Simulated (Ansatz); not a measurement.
# Li on Cu(100): change of the work function, part 2 of 2

How does one ordered layer of Li (hollow site) change the work function of Cu(100), and what dipole does each adsorbate carry?

Ansatz 0.2.0; plane-wave DFT, PBE, Ansatz PAW.

So far, work function, upper face (eV): step 2 (the clean slab) 4.57.

## Step 3: Adsorbate added

System of this step: Li/Cu(100). The cell holds 17 atoms: 16 Cu and 1 Li. Its edges and angles: a = 5.105 Å, b = 5.105 Å, c = 25.396 Å, α = 90.0°, β = 90.0°, γ = 90.0°. Vacuum lies along c.

The clean slab as it ended is repeated in the plane and the adsorbate is set on one face; the cell's size fixes the coverage, and the k-mesh shrinks with it to keep the sampling density about even. Adsorbate and upper layers relax, since the dipole depends on the height.

File input.yaml:

```yaml
crystal:
  lattice:
    - [5.1053109602, 0.0, 0.0]
    - [0.0, 5.1053109602, 0.0]
    - [0.0, 0.0, 25.3962664422]
  atoms:
    - { symbol: Cu, position: [0.25, 0.25, 0.3543827996] }
    - { symbol: Cu, position: [0.0, 0.0, 0.4254562388] }
    - { symbol: Cu, position: [0.25, 0.25, 0.4977633209] }
    - { symbol: Cu, position: [0.0, 0.0, 0.5677200418] }
    - { symbol: Cu, position: [0.25, 0.75, 0.3543827996] }
    - { symbol: Cu, position: [0.0, 0.5, 0.4254562388] }
    - { symbol: Cu, position: [0.25, 0.75, 0.4977633209] }
    - { symbol: Cu, position: [0.0, 0.5, 0.5677200418] }
    - { symbol: Cu, position: [0.75, 0.25, 0.3543827996] }
    - { symbol: Cu, position: [0.5, 0.0, 0.4254562388] }
    - { symbol: Cu, position: [0.75, 0.25, 0.4977633209] }
    - { symbol: Cu, position: [0.5, 0.0, 0.5677200418] }
    - { symbol: Cu, position: [0.75, 0.75, 0.3543827996] }
    - { symbol: Cu, position: [0.5, 0.5, 0.4254562388] }
    - { symbol: Cu, position: [0.75, 0.75, 0.4977633209] }
    - { symbol: Cu, position: [0.5, 0.5, 0.5677200418] }
    - { symbol: Li, position: [0.25, 0.25, 0.6456172004] }
kpoints:
  mp_grid: { grid: [6, 6, 1] }
hamiltonian:
  xc: pbe
scf:
  occupations: { method: fermi_dirac, width: 0.1 }
  convergence: { dr2_threshold: 1.0e-08 }
efield:
  axis: 3
  dipole_correction: true
  ramp_position: 0.97
  ramp_width: 0.06
relax:
  f_tol: 0.02
  max_steps: 60
  constraints: [{ sites: [0, 1, 4, 5, 8, 9, 12, 13] }]
output:
  dos: { projected: true, e_range: [-8, 4] }
  write_potential: true
  write_density: true
  volumetric_format: npy
  elf: true
```

Launch:

```bash
> ansatz run input.yaml --threads 4 --pin off --max-ram 6144MiB --backend cpu --events-out ev --progress --plain --runs-dir out
```

Output:

```text
[...]
Crystal: 17 atoms, lattice volume = 661.933 Å³
Basis set: ecut = 420 eV, 12917 PW (Γ), exchange–correlation on 72×72×360 points (8 copies of the dense FFT grid, shifted against one another)
Bands: 185, of which v1, the nominal top of the filled ones, is band 154 counted from 1 (153 counted from 0)
Symmetry: 8 space group operations
[...]
k-points: 10 of 36
[...]
SCF iter   1: F=—  HF=-106203.221366 eV  |F-HF|=—  |Δ(HF+E_count)|=         —  Δρ=2.94e-3  dr2=1.01e0  ethr=1.77e-3  p=0.392 e·Å  D=1.07e-1 V/Å  ΔV_dip=-2.72 eV  dr2_dipole=3.69e-1  V_vac-E_F(+/−)=1.82/4.54 eV  ⟨swp⟩=8.5  Hψ=7884  notcnv=0  defer=91
[...]
SCF iter  13: F=-106203.186074 eV  HF=-106203.186073 eV  |F-HF|=4.27e-8  |Δ(HF+E_count)|=   1.57e-8  Δρ=5.72e-7  dr2=2.85e-9  ethr=3.26e-12  p=0.335 e·Å  D=9.16e-2 V/Å  ΔV_dip=-2.33 eV  dr2_dipole=7.28e-11  V_vac-E_F(+/−)=2.22/4.54 eV  ⟨swp⟩=20.2  Hψ=14835  notcnv=0
SCF 1 converged in 13 iterations: F = -106203.186074 eV  dr2 = 2.85e-9
[...]
relax step   1: F+E_penalty+E_count = -106203.18607351 eV  Δ(F+E_penalty+E_count) = +0.000e0 eV  max|allowed force component| = 3.036e-1 eV/Å  Δτ_max = 0.0000 Å  (13 SCF iters, accepted)
[...]
SCF iter   1: F=—  HF=-106203.207739 eV  |F-HF|=—  |Δ(HF+E_count)|=         —  Δρ=1.16e-3  dr2=4.33e-2  ethr=1.04e-5  p=0.335 e·Å  D=9.16e-2 V/Å  ΔV_dip=-2.33 eV  dr2_dipole=1.36e-2  V_vac-E_F(+/−)=2.23/4.56 eV  ⟨swp⟩=2.0  Hψ=5882  notcnv=0  defer=111
[...]
eigensolver tolerance schedule calibrated: the retry pair's looser diagonalisation under-reported the residual by θ = 0.26 (0.11/decade); ethr = c·dr2/N_el runs at the constant in force after the calibration composes with the one it found (an armed cap, an earlier calibration), c = 9.0e-2
[...]
SCF iter   2: F=—  HF=-106203.210168 eV  |F-HF|=—  |Δ(HF+E_count)|=   2.43e-3  Δρ=1.29e-3  dr2=1.22e-2  ethr=1.04e-5  p=0.319 e·Å  D=8.72e-2 V/Å  ΔV_dip=-2.22 eV  dr2_dipole=4.65e-5  V_vac-E_F(+/−)=2.34/4.55 eV  ⟨swp⟩=2.5  Hψ=2860  notcnv=0  defer=111
[...]
SCF iter  11: F=-106203.208105 eV  HF=-106203.208105 eV  |F-HF|=7.70e-8  |Δ(HF+E_count)|=   2.95e-7  Δρ=1.36e-6  dr2=8.97e-9  ethr=2.92e-12  p=0.310 e·Å  D=8.49e-2 V/Å  ΔV_dip=-2.16 eV  dr2_dipole=3.54e-10  V_vac-E_F(+/−)=2.39/4.55 eV  ⟨swp⟩=14.9  Hψ=13689  notcnv=0
SCF 2 converged in 11 iterations: F = -106203.208105 eV  dr2 = 8.97e-9
relax step   2: F+E_penalty+E_count = -106203.20810541 eV  Δ(F+E_penalty+E_count) = -2.203e-2 eV  max|allowed force component| = 8.191e-2 eV/Å  Δτ_max = 0.1400 Å  (11 SCF iters, accepted)
SCF iter   1: F=—  HF=-106203.210813 eV  |F-HF|=—  |Δ(HF+E_count)|=         —  Δρ=4.33e-4  dr2=8.64e-4  ethr=3.81e-6  p=0.310 e·Å  D=8.49e-2 V/Å  ΔV_dip=-2.16 eV  dr2_dipole=6.65e-5  V_vac-E_F(+/−)=2.39/4.55 eV  ⟨swp⟩=2.5  Hψ=3270  notcnv=0  defer=159
[...]
SCF iter   9: F=-106203.210652 eV  HF=-106203.210652 eV  |F-HF|=2.67e-8  |Δ(HF+E_count)|=   9.72e-8  Δρ=9.81e-7  dr2=6.64e-9  ethr=3.26e-12  p=0.313 e·Å  D=8.55e-2 V/Å  ΔV_dip=-2.17 eV  dr2_dipole=1.29e-9  V_vac-E_F(+/−)=2.38/4.55 eV  ⟨swp⟩=12.6  Hψ=13205  notcnv=0
SCF 3 converged in 9 iterations: F = -106203.210652 eV  dr2 = 6.64e-9
relax step   3: F+E_penalty+E_count = -106203.21065212 eV  Δ(F+E_penalty+E_count) = -2.547e-3 eV  max|allowed force component| = 4.325e-2 eV/Å  Δτ_max = 0.0185 Å  (9 SCF iters, accepted)
SCF iter   1: F=—  HF=-106203.211533 eV  |F-HF|=—  |Δ(HF+E_count)|=         —  Δρ=4.15e-4  dr2=5.24e-4  ethr=1.25e-6  p=0.313 e·Å  D=8.55e-2 V/Å  ΔV_dip=-2.17 eV  dr2_dipole=4.33e-6  V_vac-E_F(+/−)=2.38/4.55 eV  ⟨swp⟩=3.1  Hψ=4312  notcnv=0  defer=157
[...]
SCF iter   9: F=-106203.211353 eV  HF=-106203.211353 eV  |F-HF|=5.24e-10  |Δ(HF+E_count)|=   4.44e-8  Δρ=8.13e-7  dr2=4.27e-9  ethr=3.26e-12  p=0.313 e·Å  D=8.54e-2 V/Å  ΔV_dip=-2.17 eV  dr2_dipole=3.36e-10  V_vac-E_F(+/−)=2.38/4.55 eV  ⟨swp⟩=9.3  Hψ=11836  notcnv=0
SCF 4 converged in 9 iterations: F = -106203.211353 eV  dr2 = 4.27e-9
relax step   4: F+E_penalty+E_count = -106203.21135308 eV  Δ(F+E_penalty+E_count) = -7.010e-4 eV  max|allowed force component| = 1.350e-3 eV/Å  Δτ_max = 0.0064 Å  (9 SCF iters, accepted)
NSCF: frozen V_eff on 10 k-points
[...]
WARN: The input density's exchange-correlation potential varies sharply where the density is thin. Do not read a vacuum level from v_tot or v_xc, or from such a field of the output density. On a cell that repeats whose density bears no net charge and no dipole along the vacuum's axis use v_es (v_loc + v_h of the components); under efield.dipole_correction with no amplitude use v_es + v_field, which holds any external [...]
SCF converged after 9 iterations
Free energy (F): -106203.211353 eV
[...]
Internal energy: -106203.001452 eV  (E = F + TS)
E sigma→0 (E₀):  -106203.106403 eV
Entropy (-TS):   -0.209901 eV (-12.347 meV/atom)
Fermi energy:    2.477457 eV
Dipole field:    D = 0.085447 V/Å  (p = 0.312572 e·Å, saw-weighted, corrected)
Work function:   Φ+ = 2.3775 eV   Φ− = 4.5475 eV
[...]
--- Forces (eV/Å), atoms counted from 1 ---
  atom   1  Cu     0.00000000    -0.00000000     0.10974322
  atom   2  Cu     0.01020660     0.01020660    -0.11611417
  atom   3  Cu     0.00000000     0.00000000     0.00135036
  atom   4  Cu    -0.00065806    -0.00065806     0.00007228
  atom   5  Cu     0.00000000    -0.00000000     0.11915774
  atom   6  Cu     0.01020660    -0.01020660    -0.11611417
  atom   7  Cu    -0.00000000     0.00000000     0.00007502
  atom   8  Cu    -0.00065806     0.00065806     0.00007228
  atom   9  Cu     0.00000000     0.00000000     0.11915774
  atom  10  Cu    -0.01020660     0.01020660    -0.11611417
  atom  11  Cu     0.00000000     0.00000000     0.00007502
  atom  12  Cu     0.00065806    -0.00065806     0.00007228
  atom  13  Cu     0.00000000     0.00000000     0.11413575
  atom  14  Cu    -0.01020660    -0.01020660    -0.11611417
  atom  15  Cu    -0.00000000    -0.00000000    -0.00029082
  atom  16  Cu     0.00065806     0.00065806     0.00007228
  atom  17  Li     0.00000000    -0.00000000     0.00072323
  max |Σ_I F_I| component: 4.03e-5 eV/Å
--- Band table (eV; the first three rows and the last of 10) ---
  k-point 0: bands = [... 150 lower, 2.0671, 2.0731, 2.1319, 2.2582, 2.3496, 2.4398, 2.4398, 3.0620, ... 27 higher]
  k-point 1: bands = [... 150 lower, 1.7903, 2.2985, 2.3561, 2.4541, 2.5351, 2.7040, 3.3480, 3.7480, ... 27 higher]
  k-point 2: bands = [... 150 lower, 1.7919, 2.4054, 2.6798, 2.6985, 3.2918, 3.4423, 3.7772, 3.7863, ... 27 higher]
  k-point 9: bands = [... 150 lower, 1.2317, 1.2347, 1.2808, 2.5292, 2.5292, 2.5406, 2.6731, 4.5226, ... 27 higher]
--- Relaxed structure (4 steps of the walk, 4 accepted, 0 SCFs on fresh bases) ---
  F+E_penalty+E_count = -106203.21135308 eV   max|allowed force component| = 1.350e-3 eV/Å
  atoms:
    - { symbol: Cu, position: [0.25, 0.25, 0.354383] }
    - { symbol: Cu, position: [0.0, 0.0, 0.425456] }
    - { symbol: Cu, position: [0.25, 0.25, 0.497700] }
    - { symbol: Cu, position: [-0.00138657, -0.00138657, 0.568401] }
    - { symbol: Cu, position: [0.25, 0.75, 0.354383] }
    - { symbol: Cu, position: [0.0, 0.5, 0.425456] }
    - { symbol: Cu, position: [0.25, 0.75, 0.497535] }
    - { symbol: Cu, position: [-0.00138657, 0.501387, 0.568401] }
    - { symbol: Cu, position: [0.75, 0.25, 0.354383] }
    - { symbol: Cu, position: [0.5, 0.0, 0.425456] }
    - { symbol: Cu, position: [0.75, 0.25, 0.497535] }
    - { symbol: Cu, position: [0.501387, -0.00138657, 0.568401] }
    - { symbol: Cu, position: [0.75, 0.75, 0.354383] }
    - { symbol: Cu, position: [0.5, 0.5, 0.425456] }
    - { symbol: Cu, position: [0.75, 0.75, 0.497307] }
    - { symbol: Cu, position: [0.501387, 0.501387, 0.568401] }
    - { symbol: Li, position: [0.25, 0.25, 0.641056] }
```

Run time: 3 min. Hardware: 4 threads of Arm Neoverse V1, shared host; peak memory 3.1 GiB; 12 min of CPU time.

Step by step:

| step | energy less that of the first step (eV) | largest force component (eV/Å) |
| --- | --- | --- |
| 1 | 0.0000 | 0.3036 |
| 2 | -0.0220 | 0.0819 |
| 3 | -0.0246 | 0.0432 |
| 4 | -0.0253 | 0.0014 |

Forces are held to the 8 operations that the program found; a distortion that breaks them can't arise in this run.

The atoms that moved most (Å):

| atom | dx | dy | dz | length |
| --- | --- | --- | --- | --- |
| Li17 | 0.000 | 0.000 | -0.116 | 0.116 |
| Cu16 | 0.007 | 0.007 | 0.017 | 0.020 |
| Cu12 | 0.007 | -0.007 | 0.017 | 0.020 |
| Cu8 | -0.007 | 0.007 | 0.017 | 0.020 |
| Cu4 | -0.007 | -0.007 | 0.017 | 0.020 |
| Cu15 | 0.000 | 0.000 | -0.012 | 0.012 |
| Cu7 | 0.000 | 0.000 | -0.006 | 0.006 |
| Cu11 | 0.000 | 0.000 | -0.006 | 0.006 |

Final coordinates:

```
Cu Li
1.0
     5.10531    0.00000    0.00000
     0.00000    5.10531    0.00000
     0.00000    0.00000   25.39627
Cu Li
16 1
Direct
  0.25000 0.25000 0.35438
  0.00000 0.00000 0.42546
  0.25000 0.25000 0.49770
  0.99861 0.99861 0.56840
  0.25000 0.75000 0.35438
  0.00000 0.50000 0.42546
  0.25000 0.75000 0.49754
  0.99861 0.50139 0.56840
  0.75000 0.25000 0.35438
  0.50000 0.00000 0.42546
  0.75000 0.25000 0.49754
  0.50139 0.99861 0.56840
  0.75000 0.75000 0.35438
  0.50000 0.50000 0.42546
  0.75000 0.75000 0.49731
  0.50139 0.50139 0.56840
  0.25000 0.25000 0.64106
```

This step gave:

| Item | Value |
| --- | --- |
| energy at zero smearing | -106203.1064 eV |
| work function, upper face | 2.377 eV |
| work function, lower face | 4.548 eV |
| dipole along the normal | 0.3126 e·Å |
| step between the vacuum levels | -2.170 eV |

Running mean over 1.805 Å of the planar mean; the ramp of the sawtooth is left out. Table of electron's electrostatic potential energy less the Fermi level by z:

| z (Å) | electron's electrostatic potential energy less the Fermi level (eV) |
| --- | --- |
| 3 | 4.55 |
| 4 | 4.55 |
| 5 | 4.54 |
| 6 | 4.51 |
| 7 | 4.07 |
| 8 | -1.46 |
| 9 | -8.32 |
| 10 | -8.74 |
| 11 | -8.76 |
| 12 | -8.62 |
| 13 | -8.84 |
| 14 | -8.71 |
| 15 | -6.07 |
| 16 | 0.965 |
| 17 | 1.69 |
| 18 | 2.25 |
| 19 | 2.35 |
| 20 | 2.37 |
| 21 | 2.38 |
| 22 | 2.38 |

The density of states has structure finer than the step of the table below, so its rows give means over 0.5 eV. Peaks (eV: height): -2.83: 118, -2.41: 83.5, -2.32: 86.5, -2.14: 73.4, -1.95: 80.8, -1.74: 92.8, -1.50: 103.

Density of states against energy, zero at the Fermi level; means over each step:

energy (eV), density of states (states/eV a cell) and a bar:
```
     -7.5          1 
     -7.0          2 #
     -6.5          2 #
     -6.0          3 #
     -5.5          4 #
     -5.0          8 ###
     -4.5         17 #######
     -4.0         31 #############
     -3.5         36 ###############
     -3.0         58 #########################
     -2.5         55 ########################
     -2.0         69 ##############################
     -1.5         50 ######################
     -1.0          7 ###
     -0.5          5 ##
      0.0          7 ###
      0.5          4 #
      1.0          6 ##
      1.5          5 ##
```

Projected DOS per atom over height of the atomic layer and energy from the Fermi level. Layers: Cu4 Cu4 Cu4 Cu4 Li from below.

Ten even steps from '0' (0.00 states/eV) to '9' (5.74 states/eV), each cell a mean:
```
00001
00000
00000
00000
00000
00000
00000
53330
96690
85580
55670
35440
23330
14420
02210
00100
00000
00000
00000
00000
00000
00000
```
Columns: height of the atomic layer (Å) from 9 to 16.3; rows upwards: energy from the Fermi level (eV) from -7.96 to 1.95.

ELF in the ca plane at fractional y = 0.250, with atoms of Cu and Li within 0.2 Å of it. It is the smooth field of the valence electrons, not physical close to the nuclei.

Ten even steps from '0' (0.00 × 1e-1) to '9' (9.89 × 1e-1), each cell a mean:
```
11111112222222111222223333221100000000000000
11112211222221221122222322211000000000000000
11125631122212563122222222111000000000000000
11126831122212683122222221110000000000000000
11113421222211342122222222211000000000000000
11111112222221111222223333221000000000000000
11222222222222222222223433211100000000000000
11111112222222111222233310000000000000000000
11112211222221221122233112100000000000000000
11125631122212563122232069700000000000000000
11126831122212683112231189910000000000000000
11113421222211342122232036300000000000000000
11111112222221111222233200000000000000000000
11222222222222222222223431111000000000000000
```
Columns run along c (16.0 Å, from fractional 0.29 to 0.92 of the cell), rows up along a (5.1 Å). Atoms in or near the plane, at fractional coordinates: Cu at (0.35, 0.25), Cu at (0.50, 0.25), Cu at (0.35, 0.75), Cu at (0.50, 0.75), Li at (0.64, 0.25).

Valence density in the ca plane at fractional y = 0.250, with atoms of Cu and Li within 0.2 Å of it. It is the smooth field of the valence electrons, not physical close to the nuclei.

Ten steps, logarithmic in the rise over the least value, from '0' (0 e/Å³) to '9' (43 e/Å³), each cell a mean:
```
00001110000001111000000000000000000000000000
00024431000012443100000000000000000000000000
00148962000014896200000000000000000000000000
00158962000015896200000000000000000000000000
00036741000013674100000000000000000000000000
00012211000001221100000000000000000000000000
00000100011000110001100000000000000000000000
00001110000001111000000000000000000000000000
00024431000012443100000001000000000000000000
00148962000014896200000145200000000000000000
00158962000014896200000145300000000000000000
00036741000013674100000023100000000000000000
00012211000001221100000000000000000000000000
00000100011000110001100000000000000000000000
```
Columns run along c (16.0 Å, from fractional 0.29 to 0.92 of the cell), rows up along a (5.1 Å). Atoms in or near the plane, at fractional coordinates: Cu at (0.35, 0.25), Cu at (0.50, 0.25), Cu at (0.35, 0.75), Cu at (0.50, 0.75), Li at (0.64, 0.25).

Electrostatic potential energy in the ca plane at fractional y = 0.250, with atoms of Cu and Li within 0.2 Å of it. With pseudopotentials it is smooth inside the atoms' cores, unlike the true potential.

Ten even steps from '0' (-49 eV) to '9' (6 eV), each cell a mean:
```
99998889999999888999999999999999999999999999
99973258999997325899999999999999999999999999
99830016999983001699999999999999999999999999
99830016999983000699999999999999999999999999
99851037999985103799999999999999999999999999
99986679999998667999999999999999999999999999
99999999999999999999999999999999999999999999
99998889999999888999999999999999999999999999
99973258999997325899999876789999999999999999
99830016999983001699999743589999999999999999
99830016999983000699999732589999999999999999
99851037999985103799999865689999999999999999
99986679999998667999999988899999999999999999
99999999999999999999999999999999999999999999
```
Columns run along c (16.0 Å, from fractional 0.29 to 0.92 of the cell; values clipped at the 3rd and 97th percentile), rows up along a (5.1 Å). Atoms in or near the plane, at fractional coordinates: Cu at (0.35, 0.25), Cu at (0.50, 0.25), Cu at (0.35, 0.75), Cu at (0.50, 0.75), Li at (0.64, 0.25).

The relaxation took 4 steps and lowered the energy by 0.025 eV; the largest force on the free atoms ends at 0.0014 eV/Å.

By hand: a sheet of dipoles makes a step −p/(ε₀A) in the electron's potential. With e/ε₀ = 180.95 V·Å, p = 0.3126 e·Å and A = 26.06 Å², that is −180.95 × (0.3126) / 26.06 = -2.170 eV, and the two vacuum levels of the run differ by -2.170 eV.

The covered face has 2.38 eV, -2.19 eV against the clean one; the bare back face has moved by -0.03 eV, a measure of how thin the slab is.

## Step 4: Work function against coverage

This step: plane-wave DFT, PBE, Ansatz PAW; work function against coverage (Ansatz 0.2.0).

The runs are now put side by side.

This step gave:

| Item | Value |
| --- | --- |
| work function of the clean face | 4.571 eV |
| largest change of the work function | -2.193 eV |

Table of work function of the covered face by coverage:

| coverage (adsorbates/nm²) | work function of the covered face (eV) |
| --- | --- |
| 0.00 | 4.57 |
| 3.84 | 2.38 |

The dipole per adsorbate comes from the change of the cell's dipole. Coverage, by row:

| coverage (1/nm²) | coverage (ML) | work function (eV) | change (eV) | dipole per adsorbate, positive end outwards (debye) | mean height of the added atoms over the highest substrate atom (Å) |
| --- | --- | --- | --- | --- | --- |
| 3.837 | 0.25 | 2.377 | -2.193 | 1.494 | 1.845 |

## Step 5: What came out

| Quantity | Value |
| --- | --- |
| work function of the clean face | 4.57 eV |
| work function at 0.25 ML | 2.38 eV |
| dipole per adsorbate at 0.25 ML, positive end outwards | 1.49 D |

In words: Li lowers the work function of Cu(100) at the lowest coverage, by 2.19 eV: the adsorbate layer has its positive end outwards. One coverage alone was completed, so no trend follows. The slab has 4 layers, at the tabulated experimental lattice constant, one starting site was run, and quantum-size effects of a slab this thin can reach one or two tenths of an eV.

[Long decimals in the printed logs are rounded to 6 places.]

[Logs are printed without paths, hosts, clocks, repeated set-up lines and the standing remarks that a program may print on its own settings, such as how far it seeks lower states.]

[Hosts, paths, dates, database ids (printed as entryN), source tags and the programs' standing remarks are cut or masked in the printed files.]

[Maps of the electrostatic potential energy from Ansatz leave out the sawtooth potential of an applied field or a dipole correction, so their vacuum need not be flat; planar profiles and work functions include it.]

[The density of states shown here was stored with 400 of the rows of the run's finer table, so its peaks can read low, often by over a quarter, or be missed, and its means over a window can be off by a tenth or more.]
